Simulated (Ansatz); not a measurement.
# Re (P6_3/mmc, 2 atoms in the cell): modes against biaxial strain in the (0001) plane, that of a and b, part 2 of 2

Aim: how do the optical modes of Re (P6_3/mmc, 2 atoms in the cell) shift and split under this strain?

Ansatz 0.2.0; DFT LDA, scalar-relativistic, plane waves, PAW; PAW set soft_1.

So far, highest optical mode at the zone centre (no LO-TO term) (cm⁻¹): step 5 (zone-centre response at rest) 121.

### Step 6. A member of the series: biaxial strain of +4 % in the (0001) plane, that of a and b

The cell takes a biaxial strain of +4 % in the (0001) plane, that of a and b. The strained lengths are held, while the rest of the cell and the atoms relax.

input.yaml

```yaml
crystal:
  lattice:
    - [2.8470479664, 0.0, 0.0]
    - [-1.4235239832, 2.4656158647, 0.0]
    - [0.0, 0.0, 4.3238625808]
  atoms:
    - { symbol: Re, position: [0.3333333333, 0.6666666667, 0.25] }
    - { symbol: Re, position: [0.6666666667, 0.3333333333, 0.75] }
kpoints:
  mp_grid: { grid: [18, 18, 12] }
hamiltonian:
  xc: lda
  pseudopotentials: { kind: paw, azcp: { folder: soft_1 }, xc_functional: pbe }
scf:
  occupations: { method: methfessel_paxton, width: 0.2 }
output:
  forces: true
  stress: true
  eigenvalues: true
relax:
  adjacent_minimum: "off"
  f_tol: 0.001
  max_steps: 60
  cell: { stress_tol: 0.01, fix: [a, b, gamma] }
```

The run is started by

```console
$ ansatz run input.yaml --threads 4 --pin off --max-ram 10240MiB --backend cpu --events-out ev --progress --plain --runs-dir out
```

Numbers of over 12 decimals in the logs are rounded to 6 here.

The log of the run:

```text
[...]
Crystal: 2 atoms, lattice volume = 30.352 Å³
Basis set: ecut = 420 eV, 591 PW (Γ)
Bands: 19, of which v1, the nominal top of the filled ones, is band 15 counted from 1 (14 counted from 0)
Symmetry: 24 space group operations
[...]
k-points: 259 of 3888
[...]
k-point 258: bands = [... 11 lower, 19.3960, 20.9579, 20.9579, 23.2178, 23.2178, 25.9426, 25.9426, 32.0723]
--- Relaxed structure (4 steps of the walk, 3 accepted, 1 SCFs on fresh bases) ---
[...]
cell:  # Å, volume = 30.1286 Å³
    - [2.847048, 0, 0.0]
    - [-1.423524, 2.465616, -3.3629044294646526e-19]
    - [0.0, -5.897405525962613e-19, 4.291991]
  atoms:
    - { symbol: Re, position: [0.333333, 0.666667, 0.25] }
    - { symbol: Re, position: [0.666667, 0.333333, 0.75] }
[key lines of the parts left out:]
SCF converged after 4 iterations
Free energy (F): -21216.967830 eV
Fermi energy:    22.985681 eV
P = ⅓ Tr σ = -16.2739 GPa (-162.739 kbar)
```

Run time: 45 s. Hardware: 4 threads of AMD EPYC (Zen 3), shared host; peak memory 0.45 GiB; 89 s of CPU time.

Relaxation path:

```
step  energy less that of the first step (eV)  largest force component (eV/Å)  pressure (GPa)  volume (Å³)
   1                                   0.0000                          0.0000          -19.00        30.35
   2                                   0.0048                          0.0000          -11.70        29.78
   3                                  -0.0034                          0.0000          -16.32        30.13
   4                                  -0.0034                          0.0000          -16.27        30.13
  5*                                  -0.0033                          0.0000          -16.27        30.13
```

Relaxation steps marked * repeat the geometry before them on a plane-wave basis chosen anew for their cell, so energy and pressure can jump there. Relaxation step 2 was tried and not accepted.

Forces are held to the 24 operations that the run works with; a distortion that breaks them can't arise in this run.

```
conventional cell, symmetrised  before  after  change
                         a (Å)   2.847  2.847  -0.0 %
                         b (Å)   2.847  2.847  -0.0 %
                         c (Å)   4.324  4.292  -0.7 %
              volume (Å³/atom)   15.18  15.06  -0.7 %
```

Final coordinates:

```xyz
2
Lattice="2.8470 0.0000 0.0000 -1.4235 2.4656 0.0000 0.0000 0.0000 4.2920" Properties=species:S:1:pos:R:3 pbc="T T T"
Re    0.0000    1.6437    1.0730
Re    1.4235    0.8219    3.2190
```

This step gave:

| Property | Result |
| --- | --- |
| pressure | -16.27 GPa |
| volume per atom | 15.06 Å³ |

The forces vanish by symmetry.

### Step 7. Zone-centre modes of the member: biaxial strain of +4 % in the (0001) plane, that of a and b

The zone-centre modes follow for biaxial strain of +4 % in the (0001) plane, that of a and b.

input.yaml, the sections that differ from step 6:

```yaml
crystal:
  lattice:
    - [2.8470479664, 0.0, 0.0]
    - [-1.4235239832, 2.4656158647, 0.0]
    - [0.0, 0.0, 4.2919911168]
  atoms:
    - { symbol: Re, position: [0.3333333333, 0.6666666667, 0.25] }
    - { symbol: Re, position: [0.6666666667, 0.3333333333, 0.75] }
output:
  eigenvalues: true
phonons:
  method: dfpt
# kpoints, hamiltonian, scf: as in step 6
# relax: removed
```

The log of the run:

```text
[...]
Crystal: 2 atoms, lattice volume = 30.129 Å³
Basis set: ecut = 420 eV, 579 PW (Γ), exchange–correlation on 40×40×60 points (8 copies of the dense FFT grid, shifted against one another)
Bands: 19, of which v1, the nominal top of the filled ones, is band 15 counted from 1 (14 counted from 0)
Symmetry: 24 space group operations
k-points: 637 of 3888 (irreducible under 4 space group operations, time reversal used)
[...]
SCF iter   1: F=—  HF=-21217.370725 eV  |F-HF|=—  |Δ(HF+E_count)|=         —  Δρ=5.91e-2  dr2=9.76e-1  ethr=3.10e-3  ⟨swp⟩=4.4  Hψ=47676  notcnv=0
[...]
SCF iter   8: F=-21216.967830 eV  HF=-21216.967830 eV  |F-HF|=1.46e-11  |Δ(HF+E_count)|=  2.18e-11  S|Δr|=    0.00e0  Δρ=8.32e-8  dr2=1.26e-12  ethr=1.00e-12  ⟨swp⟩=5.5  Hψ=50309  notcnv=0
SCF 1 converged in 8 iterations: F = -21216.967830 eV  dr2 = 1.26e-12
[...]
SCF converged after 8 iterations
[...]
Free energy (F): -21216.967830 eV
[...]
Internal energy: -21216.967608 eV  (E = F + TS)
E sigma→0 (E₀):  -21216.967775 eV
Entropy (-TS):   -0.000221 eV (-0.111 meV/atom)
Fermi energy:    22.985682 eV
[...]
--- Band table (eV; the first three rows and the last of 637) ---
  k-point 0: bands = [... 11 lower, 21.3484, 22.3062, 22.3545, 22.3545, 22.6005, 22.6005, 24.4813, 26.2624]
  k-point 1: bands = [... 11 lower, 21.2541, 22.2411, 22.2748, 22.2748, 22.7858, 22.7858, 24.1905, 26.3020]
  k-point 2: bands = [... 11 lower, 21.0810, 22.0569, 22.0642, 22.0642, 23.2266, 23.2266, 23.4689, 26.3808]
  k-point 636: bands = [... 11 lower, 19.9105, 20.9396, 20.9396, 22.8439, 22.8439, 26.7833, 26.7833, 28.9023]
[...]
ASR residual: 1.770e-4 → 0.000e0 eV/Å²; symmetrization residual: 1.439e-13 eV/Å²
  ASR residual per site (eV/Å²): 1.77e-4 1.77e-4
  Γ frequencies (cm⁻¹): 0.00 0.00 0.00 111.57 116.08 116.08
[...]
```

It took 1.8 min on 4 threads; peak memory 1.3 GiB; 3.6 min of CPU time.

This step gave:

| Property | Result |
| --- | --- |
| sum-rule residual before enforcement | 1.77e-4 eV/Å² |
| highest optical mode at the zone centre (no LO-TO term) | 116.1 cm⁻¹ |
| lowest optical zone-centre mode | 111.6 cm⁻¹ |

Patterns of degenerate modes are one choice out of their space. Modes at Γ:

```
mode  frequency (cm⁻¹)  symmetry
   1               0.0  acoustic
   2               0.0  acoustic
   3               0.0  acoustic
   4             111.6       B1g
   5             116.1       E2g
   6             116.1       E2g
```

Displacements in mode 4 (111.6 cm⁻¹), the largest set to 1:
```
Re1  0.00  0.00 -1.00
Re2  0.00  0.00  1.00
```

Displacements in mode 5 (116.1 cm⁻¹), the largest set to 1:
```
Re1  0.00  1.00  0.00
Re2  0.00 -1.00  0.00
```

The lowest optical mode is real, 112 cm⁻¹, and the highest lies at 116.1 cm⁻¹.

Between step 5 and this run (strain 4 %) the value for the highest optical mode at the zone centre (no LO-TO term) moves from 121 cm⁻¹ to 116 cm⁻¹ (-4 %).

### Step 8. A member of the series: biaxial strain of -4 % in the (0001) plane, that of a and b

The cell takes a biaxial strain of -4 % in the (0001) plane, that of a and b. The strained lengths are held, while the rest of the cell and the atoms relax.

input.yaml, the sections that differ from step 7:

```yaml
crystal:
  lattice:
    - [2.6280442768, 0.0, 0.0]
    - [-1.3140221384, 2.275953106, 0.0]
    - [0.0, 0.0, 4.5009082709]
  atoms:
    - { symbol: Re, position: [0.3333333333, 0.6666666667, 0.25] }
    - { symbol: Re, position: [0.6666666667, 0.3333333333, 0.75] }
output:
  forces: true
  stress: true
  eigenvalues: true
relax:
  adjacent_minimum: "off"
  f_tol: 0.001
  max_steps: 60
  cell: { stress_tol: 0.01, fix: [a, b, gamma] }
# kpoints, hamiltonian, scf: as in step 7
# phonons: removed
```

The log of the run:

```text
[...]
Crystal: 2 atoms, lattice volume = 26.921 Å³
Basis set: ecut = 420 eV, 549 PW (Γ)
Bands: 19, of which v1, the nominal top of the filled ones, is band 15 counted from 1 (14 counted from 0)
Symmetry: 24 space group operations
[...]
k-points: 259 of 3888
[...]
k-point 258: bands = [... 11 lower, 22.0198, 23.8403, 23.8403, 25.8740, 25.8740, 29.9805, 29.9805, 36.7179]
--- Relaxed structure (4 steps of the walk, 3 accepted, 1 SCFs on fresh bases) ---
[...]
cell:  # Å, volume = 27.1046 Å³
    - [2.628044, 0, 0]
    - [-1.314022, 2.275953, 0]
    - [0, 0, 4.531548]
  atoms:
    - { symbol: Re, position: [0.333333, 0.666667, 0.25] }
    - { symbol: Re, position: [0.666667, 0.333333, 0.750000] }
[key lines of the parts left out:]
SCF converged after 5 iterations
Free energy (F): -21216.887615 eV
Fermi energy:    26.167390 eV
P = ⅓ Tr σ = 27.6055 GPa (276.055 kbar)
```

The job ended after 46 s (4 threads; peak memory 0.44 GiB).

Relaxation path:

```
step  energy less that of the first step (eV)  largest force component (eV/Å)  pressure (GPa)  volume (Å³)
   1                                   0.0000                          0.0000           30.76        26.92
   2                                   0.0037                          0.0000           23.19        27.38
   3                                  -0.0029                          0.0000           27.49        27.11
   4                                  -0.0029                          0.0000           27.61        27.10
  5*                                  -0.0030                          0.0000           27.61        27.10
```

Relaxation steps marked * repeat the geometry before them on a plane-wave basis chosen anew for their cell, so energy and pressure can jump there. Relaxation step 2 was tried and not accepted.

The run keeps the 24 symmetry operations that it works with, so distortions that break them were not tested.

```
conventional cell, symmetrised  before  after  change
                         a (Å)   2.628  2.628  +0.0 %
                         b (Å)   2.628  2.628  +0.0 %
                         c (Å)   4.501  4.532  +0.7 %
              volume (Å³/atom)   13.46  13.55  +0.7 %
```

Final coordinates:

```xyz
2
Lattice="2.6280 0.0000 0.0000 -1.3140 2.2760 0.0000 0.0000 0.0000 4.5315" Properties=species:S:1:pos:R:3 pbc="T T T"
Re    0.0000    1.5173    1.1329
Re    1.3140    0.7587    3.3987
```

This step gave:

| Item | Value |
| --- | --- |
| pressure | 27.61 GPa |
| volume per atom | 13.55 Å³ |

The forces vanish by symmetry.

The cell grew by 0.7 % in volume.

### Step 9. Zone-centre modes of the member: biaxial strain of -4 % in the (0001) plane, that of a and b

The zone-centre modes follow for biaxial strain of -4 % in the (0001) plane, that of a and b.

input.yaml, the sections that differ from step 8:

```yaml
crystal:
  lattice:
    - [2.6280442768, 0.0, 0.0]
    - [-1.3140221384, 2.275953106, 0.0]
    - [0.0, 0.0, 4.5315482493]
  atoms:
    - { symbol: Re, position: [0.3333333333, 0.6666666667, 0.25] }
    - { symbol: Re, position: [0.6666666667, 0.3333333333, 0.75] }
output:
  eigenvalues: true
phonons:
  method: dfpt
# kpoints, hamiltonian, scf: as in step 8
# relax: removed
```

The log of the run:

```text
[...]
Crystal: 2 atoms, lattice volume = 27.105 Å³
Basis set: ecut = 420 eV, 549 PW (Γ), exchange–correlation on 36×36×64 points (8 copies of the dense FFT grid, shifted against one another)
Bands: 19, of which v1, the nominal top of the filled ones, is band 15 counted from 1 (14 counted from 0)
Symmetry: 24 space group operations
k-points: 637 of 3888 (irreducible under 4 space group operations, time reversal used)
[...]
k-point 2: bands = [... 11 lower, 24.2875, 24.2875, 24.9563, 24.9563, 25.4146, 27.2473, 27.2473, 29.8333]
  k-point 636: bands = [... 11 lower, 22.3991, 23.8281, 23.8281, 25.7732, 25.7732, 30.3787, 30.3787, 33.5542]
[...]
ASR residual: 2.073e-4 → 0.000e0 eV/Å²; symmetrization residual: 2.283e-13 eV/Å²
  ASR residual per site (eV/Å²): 2.07e-4 2.07e-4
  Γ frequencies (cm⁻¹): 0.00 0.00 0.00 127.13 133.10 133.10
[...]
[key lines of the parts left out:]
SCF converged after 8 iterations
Free energy (F): -21216.887615 eV
Fermi energy:    26.167390 eV
```

Elapsed: 93 s, on 4 threads; peak memory 1.2 GiB; 3.2 min of CPU time.

This step gave:

```yaml
sum_rule_residual_before_enforcement: 2.07e-4 eV/Å²
highest_optical_mode_at_the_zone_centre_no_lo_to_term: 133.1 cm⁻¹
lowest_optical_zone_centre_mode: 127.1 cm⁻¹
```

Patterns of degenerate modes are one choice out of their space. Modes at Γ:

```
mode  frequency (cm⁻¹)  symmetry
   1               0.0  acoustic
   2               0.0  acoustic
   3               0.0  acoustic
   4             127.1       B1g
   5             133.1       E2g
   6             133.1       E2g
```

The lowest optical mode is real, 127 cm⁻¹, and the highest lies at 133.1 cm⁻¹.

Between step 5 and this run (strain -4 %) the value for the highest optical mode at the zone centre (no LO-TO term) moves from 121 cm⁻¹ to 133 cm⁻¹ (+10 %).

### Step 10. The series together

The members are set side by side, also those not shown above.

Stress is positive in compression; energies are extrapolated to zero smearing, and E0 is that at rest; the edges not held and the atoms are relaxed in each cell; all runs use 18×18×12 k points and Methfessel-Paxton smearing of 0.2 eV. State of the crystal along the series:

```
strain (%)  in-plane stress (GPa)  free strain along c (%)  E - E0 (meV/atom)
        -4                  41.41                    2.613              136.5
        -3                  29.51                     1.92              74.02
        -2                  18.57                    1.272              31.44
        -1                  8.609                   0.6543              7.396
         0               0.001513                        0                  0
         1                  -7.44                  -0.6853              6.901
         2                 -13.87                   -1.396              26.16
         3                 -19.59                    -2.09              56.32
         4                 -24.41                   -2.811               96.4
```

Optical modes are counted from below at rest and tracked from member to member by their patterns, and modes that stay within 0.3 cm⁻¹ of each other stand once; labels, where given, are those at rest; the edges not held and the atoms are relaxed in each cell; all runs use 18×18×12 k points and Methfessel-Paxton smearing of 0.2 eV. Optical modes along the series:

```
strain (%)  optical mode 1 B1g (cm⁻¹)  optical mode 2 E2g (cm⁻¹)
        -4                      127.1                      133.1
        -3                      114.5                      131.5
        -2                      104.2                        129
        -1                      98.33                      125.7
         0                      97.83                        121
         1                      102.5                      117.5
         2                      109.3                      116.5
         3                      113.8                      118.6
         4                      111.6                      116.1
```

Value and slope at zero strain of a cubic (a lower polynomial where under five rows exist) through the rows within 2 % of rest. Slopes at rest:

```
              mode  frequency (cm⁻¹)  shift per percent of strain (cm⁻¹)  shift per GPa of compressive stress (cm⁻¹)
optical mode 1 B1g              98.1                                2.33                                       -0.29
optical mode 2 E2g             121.1                               -4.42                                        0.55
```

### Step 11. Outcome

* members: 9
* highest optical mode at the zone centre (no LO-TO term), at rest: 121.0 cm⁻¹
* biaxial modulus in the (0001) plane, that of a and b: 800 GPa
* optical mode 1 B1g, shift per percent: 2.33 cm⁻¹
* optical mode 2 E2g, shift per percent: -4.42 cm⁻¹

The stress changes by 8.00 GPa for each percent, a biaxial modulus of 800 GPa in the (0001) plane, that of a and b. For each percent the free edge responds with -0.67 %. Within 2 % of rest optical mode 1 B1g and optical mode 2 E2g bend away from a straight line, so a single slope holds only near rest. These are harmonic frequencies at zero temperature: anharmonic shifts, linewidths and thermal expansion are left out. Spin-orbit coupling is left out, which can matter for the heavy elements here. With no gap, or one that is small against the smearing, the frequencies hang on the k mesh and the smearing, most of all near Kohn anomalies. The PAW files were made for PBE; the program adapts parts of them to the functional of the run, but their partial waves stay those of PBE, an approximation that was not tested in this session. Only the zone centre was solved, so an instability at another wavevector cannot show here.

[Logs are printed without paths, hosts, clocks, repeated set-up lines and the standing remarks that a program may print on its own settings, such as how far it seeks lower states.]

[Hosts, paths, dates, database ids (printed as entryN), source tags and the programs' standing remarks are cut or masked in the printed files.]
